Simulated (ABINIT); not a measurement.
# A GW chain in ABINIT: Sr2FeH6 (Fm-3m), part 2 of 2

Wanted: ground state, empty states, screening and self-energy for Sr2FeH6 (Fm-3m).

ABINIT 10.8.3; LDA and many-body steps on it, plane waves. Known limits of the many-body steps: not at the basis limit; no spin polarisation; d states lean on the start; no spin-orbit coupling; coarse k mesh.

So far. Step 2 (Ground state): The gap is indirect, with the least direct gap 0.07 eV higher. Step 3 (Empty states on the mesh, 2×2×2 mesh, 204 bands): On this mesh the gap is 1.014 eV.

## Step 4: Screening, 2×2×2 mesh, 186 bands, screening to 176.9 eV

The RPA dielectric matrix is built and inverted for each q.

This step: RPA screening on LDA, plane waves, norm-conserving pseudopotentials.

Input file run.abi:

```
acell 3*1.0 Angstrom
rprim 
  -0.000000000000 3.707652250000 3.707652250000
  3.707652250000 -0.000000000000 3.707652250000
  3.707652250000 3.707652250000 -0.000000000000
ntypat 3
znucl 38 26 1
natom 9
typat 1 1 2 3 3 3 3 3 3
xred 
  0.750000000000 0.750000000000 0.750000000000
  0.250000000000 0.250000000000 0.250000000000
  0.000000000000 0.000000000000 0.000000000000
  0.782457990000 0.782457990000 0.217542010000
  0.217542010000 0.782457990000 0.217542010000
  0.782457990000 0.217542010000 0.217542010000
  0.217542010000 0.217542010000 0.782457990000
  0.782457990000 0.217542010000 0.782457990000
  0.217542010000 0.782457990000 0.782457990000
pp_dirpath "pseudos"
pseudos "Sr.upf, Fe.upf, H.upf"
ecut 39
ngkpt 2 2 2
nshiftk 1
shiftk 0 0 0
kptopt 1
chksymbreak 0
istwfk *1
occopt 1
irdwfk 1
optdriver 3
nband 186
ecuteps 6.5
inclvkb 2
awtr 1
symchi 1
indata_prefix "in"
outdata_prefix "out"
tmpdata_prefix "tmp"
```

The run is started by

```
$ OMP_NUM_THREADS=1 mpirun -n 4 abinit run.abi > log
```

Numbers of over 12 decimals in the logs are rounded to 6 here.

What it wrote:

```text
.Version 10.8.3 of ABINIT. v10.8.2 released Aug 2026.

 Symmetries : space group Fm -3 m (#225); Bravais cF (face-center cubic)
[... echo of the input left out ...]
== DATASET  1 ==================================================================
-   mpi_nproc: 4, omp_nthreads: 1 (-1 if OMP is not activated)

--- !DatasetInfo
iteration_state: {dtset: 1, }
dimensions: {natom: 9, nkpt: 3, mband: 186, nsppol: 1, nspinor: 1, nspden: 1, mpw: 8026, }
cutoff_energies: {ecut:  39.0, pawecutdg:  -1.0, }
electrons: {nelect:   4.20000000E+01, charge:   0.00000000E+00, occopt:   1.00000000E+00, tsmear:   1.00000000E-02, }

 SCREENING: Calculation of the susceptibility and dielectric matrices

 Based on a program developped by R.W. Godby, V. Olevano, G. Onida, and L. Reining.
 Incorporated in ABINIT by V. Olevano, G.-M. Rignanese, and M. Torrent.
.Using double precision arithmetic ; gwpc =  8

[... cell and pseudopotentials left out ...]
--------------------------------------------------------------------------------

 ==== K-mesh for the wavefunctions ====
 Number of points in the irreducible wedge :     3
[... list of points left out ...]
 Together with 48 symmetry operations and time-reversal symmetry
 yields     8 points in the full Brillouin Zone.

 ==== Q-mesh for the screening function ====
 Number of points in the irreducible wedge :     3
[... list of points left out ...]
 Together with 48 symmetry operations and time-reversal symmetry
 yields     8 points in the full Brillouin Zone.

 setmesh: FFT mesh size selected  =    40x   40x   40
          total number of points  =        64000

 vcoul_init : cutoff-mode = AUXILIARY_FUNCTION
 q-points for optical limit:   1
     1)      0.000010    0.000020    0.000030

- screening: taking advantage of time-reversal symmetry
- Maximum band index for partially occupied states nbvw = 21
- Remaining bands to be divided among processors   nbcw = 165
- Number of bands treated by each node ~41

 Number of electrons calculated from density =   42.0000; Expected =   42.0000
 average of density, n =  0.061056
 r_s =    1.5754
 omega_plasma =   23.8352 [eV]

 calculating chi0 at frequencies [eV] :
  1    0.000000E+00    0.000000E+00
  2    0.000000E+00    2.383518E+01

--------------------------------------------------------------------------------
  q-point number  1        q = ( 0.000000, 0.000000, 0.000000) [r.l.u.]
--------------------------------------------------------------------------------
[... chi0 elements left out ...]
 For q-point:  0.000010 0.000020 0.000030
  dielectric constant =   4.6687
  dielectric constant without local fields =   5.5451

  Average fulfillment of the sum rule on Im[epsilon] for q-point    1 :     69.05  [%]
[... wings left out ...]
  q-point number  2        q = ( 0.500000, 0.000000, 0.000000) [r.l.u.]
--------------------------------------------------------------------------------
[... chi0 elements left out ...]
  Average fulfillment of the sum rule on Im[epsilon] for q-point    2 :     72.85  [%]

 [... 1 further q-points ...]
```

The job ended after 32 s (4 MPI ranks of Arm Neoverse V1, shared host; peak memory 1.6 GiB; 2.1 min of CPU time).

This step gave:

* ε∞ with local fields, on this mesh, along the program's q direction: 4.669
* the same without local fields: 5.545
* plasma frequency: 23.84 eV
* plane waves in the screening matrix: 537

Local fields lower ε∞ by 16 %. On a Γ-centred mesh this coarse the value itself is usually too large, while a short band sum pulls it down.

## Step 5: Self-energy, 2×2×2 mesh, 186 bands, screening to 176.9 eV

The self-energy is evaluated for the states that the input lists, and the levels follow from it, in one-shot runs by the linearised quasiparticle equation.

This step: G0W0 on LDA, plane waves, norm-conserving pseudopotentials.

run.abi, as its differences from that of step 4:

```diff
@@ -30,8 +30,17 @@
 irdwfk 1
-optdriver 3
+optdriver 4
 nband 186
+gwcalctyp 0
+ecutsigx 39
+symsigma 1
+nkptgw 2
+kptgw 
+  0.0000000000 0.0000000000 0.0000000000
+  0.5000000000 0.5000000000 0.0000000000
+bdgw 
+  19 23
+  20 23
 ecuteps 6.5
-inclvkb 2
-awtr 1
-symchi 1
+irdscr 1
+ppmodel 1
 indata_prefix "in"
```

What it wrote:

```text
.Version 10.8.3 of ABINIT. v10.8.2 released Aug 2026.

 Symmetries : space group Fm -3 m (#225); Bravais cF (face-center cubic)
[... echo of the input left out ...]
== DATASET  1 ==================================================================
-   mpi_nproc: 4, omp_nthreads: 1 (-1 if OMP is not activated)

--- !DatasetInfo
iteration_state: {dtset: 1, }
dimensions: {natom: 9, nkpt: 3, mband: 186, nsppol: 1, nspinor: 1, nspden: 1, mpw: 8026, }
cutoff_energies: {ecut:  39.0, pawecutdg:  -1.0, }
electrons: {nelect:   4.20000000E+01, charge:   0.00000000E+00, occopt:   1.00000000E+00, tsmear:   1.00000000E-02, }

 SIGMA: Calculation of the GW corrections

 Based on a program developped by R.W. Godby, V. Olevano, G. Onida, and L. Reining.
 Incorporated in ABINIT by V. Olevano, G.-M. Rignanese, and M. Torrent.
.Using double precision arithmetic ; gwpc =  8

[... cell and pseudopotentials left out ...]
--------------------------------------------------------------------------------

 ==== K-mesh for the wavefunctions ====
 Number of points in the irreducible wedge :     3
[... list of points left out ...]
 Together with 48 symmetry operations and time-reversal symmetry
 yields     8 points in the full Brillouin Zone.

 ==== Q-mesh for screening function ====
 Number of points in the irreducible wedge :     3
[... list of points left out ...]
 Together with 48 symmetry operations and time-reversal symmetry
 yields     8 points in the full Brillouin Zone.

 vcoul_init : cutoff-mode = AUXILIARY_FUNCTION
 q-points for optical limit:   1
     1)      0.000010    0.000020    0.000030
 setmesh: FFT mesh size selected  =    60x   60x   60
          total number of points  =       216000

 Number of electrons calculated from density =   42.0000; Expected =   42.0000
 average of density, n =  0.061056
 r_s =    1.5754
 omega_plasma =   23.8352 [eV]

 === KS Band Gaps ===
  >>>> For spin  1
   Minimum direct gap =   1.0790 [eV], located at k-point      :   0.5000  0.5000  0.0000
   Fundamental gap    =   1.0135 [eV], Top of valence bands at :   0.0000  0.0000  0.0000
                                       Bottom of conduction at :   0.5000  0.5000  0.0000
 SIGMA fundamental parameters:
 PLASMON POLE MODEL  1
 number of plane-waves for SigmaX                 7943
 number of plane-waves for SigmaC and W            537
 number of plane-waves for wavefunctions          7943
 number of bands                                   186
 number of independent spin polarizations            1
 number of spinorial components                      1
 number of k-points in IBZ                           3
 number of q-points in IBZ                           3
 number of symmetry operations                      48
 number of k-points in BZ                            8
 number of q-points in BZ                            8
 number of frequencies for dSigma/dE                 9
 frequency step for dSigma/dE [eV]                0.25
 number of omega for Sigma on real axis              0
 max omega for Sigma on real axis  [eV]           0.00
 zcut for avoiding poles [eV]                     0.10

 EPSILON^-1 parameters (SCR file):
 dimension of the eps^-1 matrix on file            537
 dimension of the eps^-1 matrix used               537
 number of plane-waves for wavefunctions          7943
 number of bands                                   186
 number of q-points in IBZ                           3
 number of frequencies                               2
 number of real frequencies                          1
 number of imag frequencies                          1

 matrix elements of self-energy operator (all in [eV])

 Perturbative Calculation

--- !SelfEnergy_ee
iteration_state: {dtset: 1, }
kpoint     : [   0.000,    0.000,    0.000, ]
spin       : 1
KS_gap     :    2.293
QP_gap     :    3.389
Delta_QP_KS:    1.095
data: !SigmaeeData |
     Band     E0 <VxcDFT>   SigX SigC(E0)      Z dSigC/dE  Sig(E)    E-E0       E
       19   5.329 -24.608 -29.434   5.556   0.717  -0.394 -24.084   0.524   5.853
       20   5.329 -24.608 -29.434   5.556   0.717  -0.394 -24.084   0.524   5.853
       21   5.329 -24.608 -29.434   5.556   0.717  -0.394 -24.084   0.524   5.853
       22   7.623 -18.554 -12.064  -4.393   0.772  -0.296 -16.935   1.619   9.242
       23   7.623 -18.554 -12.064  -4.393   0.772  -0.296 -16.935   1.619   9.242

--- !SelfEnergy_ee
iteration_state: {dtset: 1, }
kpoint     : [   0.500,    0.500,    0.000, ]
spin       : 1
KS_gap     :    1.079
QP_gap     :    2.080
Delta_QP_KS:    1.001
data: !SigmaeeData |
     Band     E0 <VxcDFT>   SigX SigC(E0)      Z dSigC/dE  Sig(E)    E-E0       E
       20   5.264 -24.302 -29.049   5.488   0.718  -0.393 -23.770   0.532   5.796
       21   5.264 -24.302 -29.049   5.488   0.718  -0.393 -23.770   0.532   5.796
       22   6.343 -19.239 -13.444  -3.806   0.770  -0.298 -17.706   1.533   7.875
       23   7.931 -10.330  -4.881  -3.927   0.831  -0.203  -9.065   1.264   9.196

== END DATASET(S) ==============================================================
================================================================================

 -outvars: echo values of variables after computation  --------
           etotal      0.0000000000E+00
            nband         186
             nkpt           3
          spgroup         225
 [... the other variables as echoed above ...]

 Calculation completed.
```

Run time: 24 s. Hardware: 4 MPI ranks; peak memory 1.5 GiB.

This step gave:

```yaml
g0w0_gap_on_the_points_computed: 2.022 eV
starting_gap_on_the_mesh: 1.014 eV
k_of_the_valence_top: 0, 0, 0
k_of_the_conduction_bottom: 0.5, 0.5, 0
z_at_the_valence_top: 0.717
z_at_the_conduction_bottom: 0.77
least_direct_g0w0_gap_on_the_computed_points: 2.079 eV
```

The gap on the mesh goes from 1.01 eV to 2.02 eV, a correction of +1.01 eV.

Limits: finite bands, cutoff and mesh; no spin polarisation; d states lean on the start; no spin-orbit coupling; coarse k mesh. v1 is the top filled band, c1 the lowest empty one. Levels before and after the correction, in eV, zero at the valence-band top of each column:

```
           conduction bottom  valence top
Kohn-Sham               1.01         0.00
     G0W0               2.02         0.00
```

```
                       level  energy (eV)
Kohn-Sham            Γ v3-v1        0.000
Kohn-Sham            Γ c1-c2        2.293
Kohn-Sham  (0.5 0.5 0) v2-v1       -0.065
Kohn-Sham     (0.5 0.5 0) c1        1.014
Kohn-Sham     (0.5 0.5 0) c2        2.602
     G0W0            Γ v3-v1        0.000
     G0W0            Γ c1-c2        3.389
     G0W0  (0.5 0.5 0) v2-v1       -0.057
     G0W0     (0.5 0.5 0) c1        2.022
     G0W0     (0.5 0.5 0) c2        3.343
```

## Step 6: Where the time went

Times are wall times on 4 MPI ranks of Arm Neoverse V1, shared host, good to a factor of about two.

```
                    step  time  share  memory (GiB)
            ground state  62 s   32 %          0.56
empty states on the mesh  77 s   40 %           0.5
               screening  32 s   16 %           1.6
             self-energy  24 s   12 %           1.5
```

## Step 7: What came out

| Property | Result |
| --- | --- |
| LDA gap | 1.01 eV, indirect |
| G0W0 gap on the mesh | 2.02 eV |
| GW settings | 2×2×2 mesh, 186 bands, screening to 176.9 eV, Godby-Needs plasmon pole |
| known limits | not at the basis limit; no spin polarisation; d states lean on the start; no spin-orbit coupling; coarse k mesh |

In words: G0W0 moves the gap on the mesh from 1.01 eV to 2.02 eV (+1.01 eV), with Z of 0.72 and 0.77 at the edges. Local fields lower the RPA ε∞ on this mesh from 5.55 to 4.67; a Γ-centred mesh this coarse tends to raise both, most where the direct gap is narrow, while a short band sum lowers them. Only 2 of the mesh's irreducible points were corrected, so a valley elsewhere could overtake. Bands and cutoff are finite, so the gap is not at the basis limit. The miss can reach some tenths of an eV and take either sign; the mesh is an error of its own. In the G0W0 run levels were corrected at 2 k points alone, so a gap called «on the mesh» is the least over those, and an edge elsewhere would be missed. The 2×2×2 mesh is coarse for this cell, which bears on the long-range parts of exchange and screening. The runs have no spin polarisation. For a closed low-spin shell that is the natural state; where a d or f shell is open it is a constraint, and the gap is then not the crystal's own. With d states at the gap, one-shot GW leans hard on its start. The many-body steps are scalar-relativistic: spin-orbit coupling is not in them.

[Paths, hosts, dates, memory and timing lines, banners, echoed tables and standing remarks are left out of the program output.]

[Logs are printed without paths, hosts, clocks, repeated set-up lines and the standing remarks that a program may print on its own settings, such as how far it seeks lower states.]

[Runs of the session that timed out or met a known fault of the program may be left out.]

[Hosts, paths, dates, database ids (printed as entryN), source tags and the programs' standing remarks are cut or masked in the printed files.]

[G0W0 gaps are taken among the corrected bands and points alone; a level outside them can change the order at an edge.]

[Where Ansatz stands beside ABINIT at settings called matched, ABINIT's density can come from a denser mesh and the files from another edition; pairs whose starting gaps differed by over 0.03 eV were left out, so agreement reads better than it is.]
